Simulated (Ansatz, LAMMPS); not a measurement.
**Glassy 71SiO2-7B2O3-11Na2O-11K2O (mol %) (88 atoms) in motion**

Aim: follow glassy 71SiO2-7B2O3-11Na2O-11K2O (mol %) (88 atoms) for a short time with forces from DFT, then look at structure and electrons in the last frame.

Method: Kohn-Sham DFT, revPBE, PAW (set soft_2), plane waves, in Ansatz 0.2.0.

### 1. Set-up

The cell holds 88 atoms: 20 Si, 4 B, 6 Na, 6 K and 52 O. Its edges and angles: a = 10.921 Å, b = 10.921 Å, c = 10.921 Å, α = 90.0°, β = 90.0°, γ = 90.0°. 88 atoms (20 Si, 4 B, 6 Na, 6 K, 52 O) placed at random at 2.33 g/cm³, melted at 3000 K for 20 ps at fixed volume with the Buckingham and Coulomb pair potential of Guillot and Sator (Geochim. Cosmochim. Acta 71, 1249 (2007)) with the boron terms of Wang et al. (J. Non-Cryst. Solids 498, 294 (2018)). Quenched from 3000 K to 300 K at 20 K/ps and fixed volume, held 10 ps at zero pressure.

Limits known from the start: The quench rate of 20 K/ps is orders of magnitude faster than experiment, which tends to freeze in extra defects. The starting topology of bonds comes from the classical model, and needn't be the one that DFT or experiment would give. The Brillouin zone is sampled at Γ only, in a cell whose shortest periodic width is 11 Å.

### 2. Single point at the start

A single point comes first, to see the forces before anything moves.

Input file input.yaml:

```yaml
crystal:
  lattice:
    - [10.92063, 0.0, 0.0]
    - [0.0, 10.92063, 0.0]
    - [0.0, 0.0, 10.92063]
  atoms:
    - { symbol: Si, position: [0.95, 0.47468, 0.39576] }
    - { symbol: Si, position: [0.50861, 0.80658, 0.82137] }
    - { symbol: Si, position: [0.95888, 0.86723, 0.4516] }
    - { symbol: Si, position: [0.548, 0.73364, 0.35269] }
    [... 78 atom lines left out ...]
    - { symbol: O, position: [0.8393, 0.52738, 0.30356] }
    - { symbol: O, position: [0.03864, 0.57005, 0.47938] }
    - { symbol: O, position: [0.60509, 0.46066, 0.90942] }
    - { symbol: O, position: [0.63936, 0.65966, 0.26886] }
    - { symbol: O, position: [0.4924, 0.15241, 0.65968] }
    - { symbol: O, position: [0.72357, 0.241, 0.89355] }
kpoints:
  mp_grid: { grid: [1, 1, 1] }
hamiltonian:
  xc: revpbe
scf:
  occupations: { method: gaussian, width: 0.05 }
output:
  forces: true
```

On the command line:

```sh
$ ansatz run input.yaml --threads 4 --pin off --max-ram 8192MiB --backend cpu --events-out ev --progress --plain --runs-dir out
```

It took 11 s on 4 threads of Arm Neoverse V2, shared host; peak memory 1.6 GiB; 40 s of CPU time.

Read from the output:

- free energy: -61217.9247 eV
- free energy per atom: -695.6582 eV/atom
- SCF cycles: 11
- r.m.s. force component: 1.089 eV/Å
- longest force: 4.984 eV/Å
- Fermi energy: 5.438 eV

The r.m.s. force component of 1.1 eV/Å sets the starting point.

Length of the force by element:

| element | coordination | atoms | mean length of the force (eV/Å) | spread | least | most |
| --- | --- | --- | --- | --- | --- | --- |
| B | all | 4 | 1.98 | 0.564 | 1.20 | 2.73 |
| K | all | 6 | 0.899 | 0.0939 | 0.755 | 1.04 |
| Na | all | 6 | 0.851 | 0.384 | 0.479 | 1.54 |
| O | all | 52 | 1.61 | 0.778 | 0.44 | 3.40 |
| Si | all | 20 | 2.18 | 1.11 | 0.761 | 4.98 |

### 3. Dynamics at 400 K

A Nosé–Hoover thermostat steers the temperature while disturbing the dynamics little. The time step is 1.0 fs.

input.yaml, as its differences from that of step 2:

```diff
@@ -15 +15,8 @@
   forces: true
+md:
+  timestep: 1.0
+  n_steps: 322
+  ensemble: nvt_nose_hoover
+  temperature: 400
+  initial_velocities: maxwell_boltzmann
+  seed: 9117
```

It took 29 min on 4 threads; peak memory 1.7 GiB.

The program notes that it switched symmetry off.

Rows from the run:

| time (fs) | T (K) | potential (meV/atom) | conserved (meV/atom) |
| --- | --- | --- | --- |
| 0.0 | 400 | 0.0 | 0.00 |
| 21.0 | 496 | -12.7 | -0.03 |
| 43.0 | 586 | -26.0 | -0.04 |
| 64.0 | 611 | -34.2 | -0.03 |
| 86.0 | 551 | -33.5 | -0.05 |
| 107.0 | 499 | -31.8 | -0.02 |
| 129.0 | 520 | -38.4 | -0.06 |
| 150.0 | 547 | -45.7 | -0.08 |
| 172.0 | 535 | -49.3 | -0.07 |
| 193.0 | 430 | -40.7 | -0.06 |
| 215.0 | 484 | -52.2 | -0.08 |
| 236.0 | 424 | -48.6 | -0.08 |
| 258.0 | 431 | -52.9 | -0.09 |
| 279.0 | 416 | -54.1 | -0.11 |
| 301.0 | 415 | -56.8 | -0.11 |
| 322.0 | 415 | -59.1 | -0.10 |

Mean square displacement from the first frame to the last: Si 0.20 Å², B 0.054 Å², Na 0.92 Å², K 0.94 Å², O 0.48 Å².

Table of mean square displacement by time lag:

| time lag (fs) | B (Å²) | K (Å²) | Na (Å²) | O (Å²) | Si (Å²) |
| --- | --- | --- | --- | --- | --- |
| 1.0 | 1.3e-4 | 4.4e-5 | 7.4e-5 | 7.1e-5 | 4.0e-5 |
| 14.0 | 0.0171 | 0.00884 | 0.0144 | 0.0119 | 0.00648 |
| 21.0 | 0.0253 | 0.0199 | 0.0319 | 0.0232 | 0.0118 |
| 34.0 | 0.0268 | 0.0519 | 0.0796 | 0.0464 | 0.0207 |
| 47.0 | 0.0307 | 0.0974 | 0.141 | 0.0706 | 0.0298 |
| 61.0 | 0.0448 | 0.159 | 0.215 | 0.0934 | 0.0402 |
| 67.0 | 0.0496 | 0.189 | 0.247 | 0.103 | 0.0449 |
| 81.0 | 0.0557 | 0.263 | 0.316 | 0.127 | 0.0560 |
| 94.0 | 0.0595 | 0.335 | 0.369 | 0.149 | 0.0652 |
| 101.0 | 0.0622 | 0.374 | 0.392 | 0.161 | 0.0699 |
| 114.0 | 0.0682 | 0.445 | 0.424 | 0.183 | 0.0789 |
| 127.0 | 0.0711 | 0.510 | 0.446 | 0.203 | 0.0866 |
| 141.0 | 0.0694 | 0.574 | 0.463 | 0.224 | 0.0942 |
| 147.0 | 0.0690 | 0.598 | 0.469 | 0.233 | 0.0977 |
| 161.0 | 0.0695 | 0.650 | 0.488 | 0.254 | 0.106 |

Over the second half of 322 fs the temperature averages 450 K, falling from about 501 to 406 K (means over the first and last quarter of that half). The conserved energy stays within 0.12 meV/atom. From first frame to last K has the largest mean square displacement, 0.94 Å² at the end; the farthest move is 2.98 Å. The run spans 0.32 ps, too short for its means to be equilibrium values.

### 4. Distances and neighbours late in the run

The g(r) is a mean over the second half.

Density 2.31 g/cm³, 14.8 Å³ an atom.

Mean of 14 frames. g(r), total and by pair (bins of 0.2 Å):

| r (Å) | total | O-O | O-Si | O-K | O-Na | O-B | Si-Si |
| --- | --- | --- | --- | --- | --- | --- | --- |
| 1.30 | 0.22 | 0.00 | 0.00 | 0.00 | 0.00 | 4.02 | 0.00 |
| 1.50 | 1.22 | 0.00 | 2.23 | 0.00 | 0.00 | 11.65 | 0.00 |
| 1.70 | 3.40 | 0.00 | 12.36 | 0.00 | 0.00 | 1.48 | 0.00 |
| 1.90 | 0.01 | 0.00 | 0.02 | 0.00 | 0.00 | 0.00 | 0.00 |
| 2.10 | 0.05 | 0.00 | 0.00 | 0.00 | 0.56 | 0.00 | 0.00 |
| 2.30 | 0.37 | 0.41 | 0.00 | 0.22 | 2.57 | 0.00 | 0.00 |
| 2.50 | 0.98 | 2.14 | 0.00 | 0.77 | 2.06 | 0.00 | 0.00 |
| 2.70 | 1.89 | 4.48 | 0.00 | 1.89 | 1.38 | 0.00 | 0.05 |
| 2.90 | 0.88 | 1.04 | 0.10 | 1.12 | 1.40 | 0.04 | 1.66 |
| 3.10 | 0.88 | 0.46 | 0.36 | 1.55 | 1.19 | 0.23 | 3.81 |
| 3.30 | 0.80 | 0.46 | 0.78 | 0.99 | 0.74 | 0.89 | 2.23 |
| 3.50 | 0.98 | 0.59 | 1.25 | 0.85 | 0.63 | 2.22 | 0.09 |
| 3.70 | 1.04 | 0.61 | 1.32 | 1.27 | 1.02 | 2.13 | 0.25 |
| 3.90 | 1.00 | 0.66 | 1.42 | 0.60 | 1.03 | 1.88 | 0.26 |
| 4.10 | 1.19 | 0.78 | 1.89 | 0.85 | 1.12 | 1.80 | 0.56 |
| 4.30 | 1.12 | 0.84 | 1.55 | 0.84 | 1.17 | 1.09 | 1.29 |
| 4.50 | 0.92 | 1.01 | 0.68 | 0.88 | 1.25 | 0.67 | 0.89 |
| 4.70 | 0.96 | 1.39 | 0.63 | 0.96 | 1.00 | 0.34 | 0.96 |
| 4.90 | 1.10 | 1.61 | 0.68 | 1.37 | 0.88 | 0.54 | 1.01 |
| 5.10 | 1.13 | 1.48 | 0.84 | 1.19 | 0.94 | 0.81 | 1.41 |
| 5.30 | 1.08 | 1.19 | 0.90 | 1.04 | 0.95 | 1.35 | 1.17 |

### 5. Single point at the last frame

The last frame is solved again with fuller output, to read the electronic structure of a thermally displaced geometry.

Input file input.yaml:

```yaml
crystal:
  lattice:
    - [10.92063, 0.0, 0.0]
    - [0.0, 10.92063, 0.0]
    - [0.0, 0.0, 10.92063]
  atoms:
    - { symbol: Si, position: [0.93839, 0.47154, 0.41914] }
    - { symbol: Si, position: [0.49988, 0.79753, 0.82058] }
    - { symbol: Si, position: [0.06667, 0.94525, 0.49883] }
    - { symbol: Si, position: [0.52295, 0.74116, 0.35686] }
    [... 78 atom lines left out ...]
    - { symbol: O, position: [0.82775, 0.49576, 0.30912] }
    - { symbol: O, position: [0.01384, 0.59438, 0.44384] }
    - { symbol: O, position: [0.62489, 0.48311, 0.9329] }
    - { symbol: O, position: [0.64079, 0.6615, 0.29991] }
    - { symbol: O, position: [0.51762, 0.18819, 0.6709] }
    - { symbol: O, position: [0.75994, 0.24133, 0.88917] }
kpoints:
  mp_grid: { grid: [1, 1, 1] }
hamiltonian:
  xc: revpbe
scf:
  occupations: { method: gaussian, width: 0.05 }
output:
  forces: true
  stress: true
  populations: true
  dos:
    method: { smearing: { sigma: 0.15 } }
    de: 0.1
    projected: { site_lists: { B: [B], K: [K], Na: [Na], O: [O], Si: [Si] } }
  eigenvalues: true
  write_density: true
  write_potential: true
  volumetric_format: npy
```

Wall time 16 s (4 threads); peak memory 1.6 GiB.

The program notes that the exchange-correlation potential is rough where the density is thin.

Read from the output:

```
free energy                                      : -61223.1288 eV
free energy per atom                             : -695.7174 eV/atom
SCF cycles                                       : 9
pressure                                         : 0.1416 GPa
r.m.s. force component                           : 0.8023 eV/Å
longest force                                    : 4.05 eV/Å
Fermi energy                                     : 5.214 eV
gap (highest filled to lowest empty level) : 2.972 eV
spilling of the projection                       : 0.01056
```

Length of the force by element:

| element | coordination | atoms | mean length of the force (eV/Å) | spread | least | most |
| --- | --- | --- | --- | --- | --- | --- |
| B | all | 4 | 1.88 | 0.670 | 0.779 | 2.60 |
| K | all | 6 | 0.399 | 0.187 | 0.194 | 0.771 |
| Na | all | 6 | 0.399 | 0.301 | 0.0633 | 0.850 |
| O | all | 52 | 1.11 | 0.539 | 0.208 | 2.33 |
| Si | all | 20 | 1.74 | 0.752 | 0.534 | 4.05 |

Löwdin charges by element (they lack the spilled electrons, 0.061 e an atom on average):

| element | coordination | atoms | mean charge (e) | spread | least | most |
| --- | --- | --- | --- | --- | --- | --- |
| B | all | 4 | 0.616 | 0.01 | 0.608 | 0.633 |
| K | all | 6 | 0.878 | 0.0057 | 0.871 | 0.887 |
| Na | all | 6 | 0.831 | 0.0194 | 0.800 | 0.861 |
| O | all | 52 | -0.794 | 0.110 | -1.02 | -0.482 |
| Si | all | 20 | 1.70 | 0.0562 | 1.56 | 1.78 |

Density of states as counts of states in windows of 1 eV (from the Fermi level), total and the larger projections:

| from (eV) | to (eV) | total | O p | Si p |
| --- | --- | --- | --- | --- |
| -10 | -9 | 19.2 | 13.8 | 2.4 |
| -9 | -8 | 25.3 | 18.9 | 4.0 |
| -8 | -7 | 19.3 | 14.5 | 2.5 |
| -7 | -6 | 30.6 | 25.3 | 2.5 |
| -6 | -5 | 51.9 | 45.7 | 2.6 |
| -5 | -4 | 56.1 | 51.6 | 1.6 |
| -4 | -3 | 47.5 | 44.6 | 1.0 |
| -3 | -2 | 29.9 | 28.3 | 0.6 |
| -2 | -1 | 7.1 | 6.7 | 0.2 |
| -1 | 1 | 0.0 | 0.0 | 0.0 |
| 1 | 2 | 2.0 | 0.0 | 0.1 |
| 2 | 3 | 4.2 | 0.4 | 0.4 |
| 3 | 4 | 13.0 | 1.5 | 2.0 |
| 4 | 5 | 25.9 | 2.4 | 6.3 |

Between -26 and -10 eV lie 201 more states.

The stored curve holds about 488 of the 512 electrons; the rest, give or take the few that broadening carries across the Fermi level, lie in deeper levels below its range.

The levels nearest the highest filled one (over half full), pooled over k-points and spins:

| level less the highest filled one (eV) | occupation |
| --- | --- |
| -0.875 | 2 |
| -0.786 | 2 |
| -0.461 | 2 |
| -0.204 | 2 |
| -0.0586 | 2 |
| 0 | 2 |
| 2.97 | 0 |
| 4.19 | 0 |
| 4.45 | 0 |
| 4.58 | 0 |
| 4.92 | 0 |
| 4.94 | 0 |

Mean Löwdin charges: B +0.62, K +0.88, Na +0.83, O -0.79, Si +1.70 e (they miss 1.1 % of the electrons, so they add up to more than the cell's charge).

### 6. What came out

```
mean temperature, second half                                : 449.5 K
temperature swing, second half                               : 46.05 K
slope of the conserved energy against time, by least squares : -0.2661 meV/atom/ps
free energy per atom                                         : -695.7174 eV/atom
pressure                                                     : 0.1416 GPa
r.m.s. force component                                       : 0.8023 eV/Å
gap (highest filled to lowest empty level)             : 2.972 eV
wall time of the 3 DFT runs                                  : 30 min
```

**Reading.** Over the second half of 322 fs the temperature averages 450 K, falling from about 501 to 406 K (means over the first and last quarter of that half). The conserved energy stays within 0.12 meV/atom. The run spans 0.32 ps, too short for its means to be equilibrium values. The highest filled and lowest empty levels differ by 2.97 eV (at Γ alone); a semilocal functional tends to put such gaps too low. In a disordered cell it changes from sample to sample, and tail or defect levels can set it.

**Limits.** The pressure of a single frame lacks the kinetic term, about 0.42 GPa here.

[Logs are printed without paths, hosts, clocks, repeated set-up lines and the standing remarks that a program may print on its own settings, such as how far it seeks lower states.]

[Hosts, paths, dates, database ids (printed as entryN), source tags and the programs' standing remarks are cut or masked in the printed files.]
